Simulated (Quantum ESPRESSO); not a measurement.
# CaO (Lime): the LO frequency by hand

How high does the longitudinal optical mode of CaO (Lime) lie, given the transverse one, the Born charge and ε∞?

Calculated with Quantum ESPRESSO 7.5; DFT LDA, scalar-relativistic, plane waves, PseudoDojo norm-conserving pseudopotentials.

## Step 1: The relaxed structure

Symmetry: Fm-3m, No. 225, cubic system. The conventional cell has a = 4.704 Å, b = 4.704 Å, c = 4.704 Å, α = 90.00°, β = 90.00°, γ = 90.00°. Ca has 6 O at 2.35 Å nearest. Nearest to O lie 6 Ca at 2.35 Å. Farther neighbours and most contacts between anions are not listed.

Structure file:

```cif
data_structure
_symmetry_space_group_name_H-M 'P 1'
_symmetry_Int_Tables_number 1
_cell_length_a 3.3263
_cell_length_b 3.3263
_cell_length_c 3.3263
_cell_angle_alpha 60.000
_cell_angle_beta 60.000
_cell_angle_gamma 60.000
_cell_volume 26.02
loop_
_atom_site_label
_atom_site_type_symbol
_atom_site_fract_x
_atom_site_fract_y
_atom_site_fract_z
_atom_site_occupancy
Ca1 Ca 0.00000 0.00000 0.00000 1
O2 O 0.50000 0.50000 0.50000 1
```

This is the cell after its relaxation at this level of theory, not the database cell from which that began.

## Step 2: What the response run gave

A linear-response run on the relaxed cell, with the response to an electric field; only its zone-centre results are used. Cutoff 84 Ry, k mesh 8×8×8.

What it wrote:

```text
[banners, grids, parts of the stress and lines that vanish by symmetry left out]
Program PHONON v.7.5
     Reading xml data from directory:

[...]
Exchange-correlation= PW
                           (   1   4   0   0   0   0   0)
[...]
kinetic-energy cut-off    =      84.0000  Ry
     charge density cut-off    =     336.0000  Ry
     convergence threshold     =      1.0E-18
[...]
Exchange-correlation= PW
                           (   1   4   0   0   0   0   0)
[...]
q = (   0.0000000   0.0000000   0.0000000 )
     49 Sym.Ops. (with q -> -q+G )
     G cutoff =  336.2829  (  18197 G-vectors)     FFT grid: ( 40, 40, 40)
     number of k points=    29
[...]
Mode symmetry, O_h (m-3m)  point group:
[...]
Dielectric constant
[...]
End of electric fields calculation
          Dielectric constant in cartesian axis
          (       3.869322068      -0.000000000       0.000000000 )
          (      -0.000000000       3.869322068       0.000000000 )
          (       0.000000000       0.000000000       3.869322068 )
          Effective charges (d Force / dE) in cartesian axis without acoustic sum rule applied (asr)
           atom    1  Ca    Mean Z*:        2.37862
      Ex  (        2.37862       -0.00000        0.00000 )
      Ey  (       -0.00000        2.37862        0.00000 )
      Ez  (       -0.00000        0.00000        2.37862 )
           atom    2  O     Mean Z*:       -2.37853
      Ex  (       -2.37853       -0.00000       -0.00000 )
      Ey  (       -0.00000       -2.37853        0.00000 )
      Ez  (       -0.00000        0.00000       -2.37853 )
          Effective charges Sum: Mean:        0.00009
[...]
Effective charges (d Force / dE) in cartesian axis with asr applied:
           atom    1  Ca    Mean Z*:        2.37857
[...]
atom    2  O     Mean Z*:       -2.37857
[...]
Representation #   1 modes #   1   2   3
[...]
End of self-consistent calculation
     Convergence has been achieved
     Representation #   2 modes #   4   5   6
[...]
End of self-consistent calculation
     Convergence has been achieved
[...]
Dielectric constant in cartesian axis
          (       3.869322068      -0.000000000       0.000000000 )
          (      -0.000000000       3.869322068       0.000000000 )
          (       0.000000000       0.000000000       3.869322068 )
          Effective charges (d Force / dE) in cartesian axis without acoustic sum rule applied (asr)
           atom    1  Ca    Mean Z*:        2.37862
      Ex  (        2.37862       -0.00000        0.00000 )
      Ey  (       -0.00000        2.37862        0.00000 )
      Ez  (       -0.00000        0.00000        2.37862 )
           atom    2  O     Mean Z*:       -2.37853
      Ex  (       -2.37853       -0.00000       -0.00000 )
      Ey  (       -0.00000       -2.37853        0.00000 )
      Ez  (       -0.00000        0.00000       -2.37853 )
          Effective charges Sum: Mean:        0.00009
[...]
Effective charges (d Force / dE) in cartesian axis with asr applied:
           atom    1  Ca    Mean Z*:        2.37857
[...]
atom    2  O     Mean Z*:       -2.37857
[...]
q = (    0.000000000   0.000000000   0.000000000 )
[...]
freq (    1) =      -0.006471 [THz] =      -0.215833 [cm-1]
     freq (    2) =      -0.006471 [THz] =      -0.215833 [cm-1]
     freq (    3) =      -0.006471 [THz] =      -0.215833 [cm-1]
     freq (    4) =       8.721085 [THz] =     290.904094 [cm-1]
     freq (    5) =       8.721085 [THz] =     290.904094 [cm-1]
     freq (    6) =       8.721085 [THz] =     290.904094 [cm-1]
[...]
Mode symmetry, O_h (m-3m)  point group:
     freq (   1-   3) =         -0.2  [cm-1]   --> T_1u G_15  G_4- I
     freq (   4-   6) =        290.9  [cm-1]   --> T_1u G_15  G_4- I

   JOB DONE.
```

```csv
quantity,value
cell volume Ω (Å³),26.024
mass of Ca (u),40.078
mass of O (u),15.999
"Born charge of Ca, raw (e)",2.379
"Born charge of O, raw (e)",-2.378
ε∞,3.869
ω(TO) after the sum rule (cm⁻¹),290.9
```

## Step 3: The calculation

The charges must sum to zero over the cell; taking off their mean, 0.000 e, leaves Z* = 2.379 e on Ca. In the polar mode Ca moves against O, so the reduced mass is μ = 40.08 × 16.00 / 56.08 = 11.434 u.

A longitudinal wave builds up a field that adds to the restoring force: ω(LO)² = ω(TO)² + 4π Z*² / (μ Ω ε∞), in Hartree atomic units. With μ = 20844 electron masses and Ω = 175.62 bohr³ the second term is 5.0194e-06 Ha², or 241782 cm⁻² (1 Ha = 219474.6 cm⁻¹).

So ω(LO) = √(84623 + 241782) = 571.3 cm⁻¹, and by the Lyddane-Sachs-Teller relation ε₀ = ε∞ (ω(LO)/ω(TO))² = 14.92.

## Step 4: Check against the program

The analysis program adds the same non-analytic term to the full matrix, here for q along (1 0 0).

What it wrote:

```text
[banner, memory and clock lines left out]
Program DYNMAT v.7.5

     Reading Dynamical Matrix from file g.dyn
     ...Force constants read
     ...epsilon and Z* read

     Polarizability (A^3 units)
     multiply by 0.511132 for Clausius-Mossotti correction
         5.942178   -0.000000    0.000000
        -0.000000    5.942178    0.000000
         0.000000    0.000000    5.942178

     IR activities are in (D/A)^2/amu units

# mode   [cm-1]    [THz]      IR
    1     -0.00   -0.0000    0.0000
    2      0.00    0.0000    0.0000
    3      0.00    0.0000    0.0000
    4    290.90    8.7211   11.4153
    5    290.90    8.7211   11.4153
    6    571.32   17.1278   11.4153
```

ε₀ comes from the program's run without a direction of q.

```csv
quantity,by hand,program
ω(LO) (cm⁻¹),571.3,571.3
ε₀,14.92,14.92
```

## Step 5: Results

| Item | Value |
| --- | --- |
| TO mode | 290.9 cm⁻¹ |
| LO mode | 571.3 cm⁻¹ |
| static dielectric constant | 14.92 |

**Reading.** The LO mode of CaO (Lime) lies at 571 cm⁻¹, 280 cm⁻¹ above the TO mode; the formula meets the program within 0.1 cm⁻¹, as it must for a cubic crystal with one polar mode. ω(LO)² − ω(TO)² goes with Z*²/ε∞: an error of 5 % in ε∞ would move the LO mode by 10.2 cm⁻¹, and semilocal functionals tend to overestimate ε∞. These are harmonic values at zero temperature, at the volume of this functional, for the structure held cubic; stability elsewhere in the zone is no part of this calculation.

[Host names and launcher messages were left out of these logs when they were recorded.]

[Logs are printed without paths, hosts, clocks, repeated set-up lines and the standing remarks that a program may print on its own settings, such as how far it seeks lower states.]

[Hosts, paths, dates, database ids (printed as entryN), source tags and the programs' standing remarks are cut or masked in the printed files.]
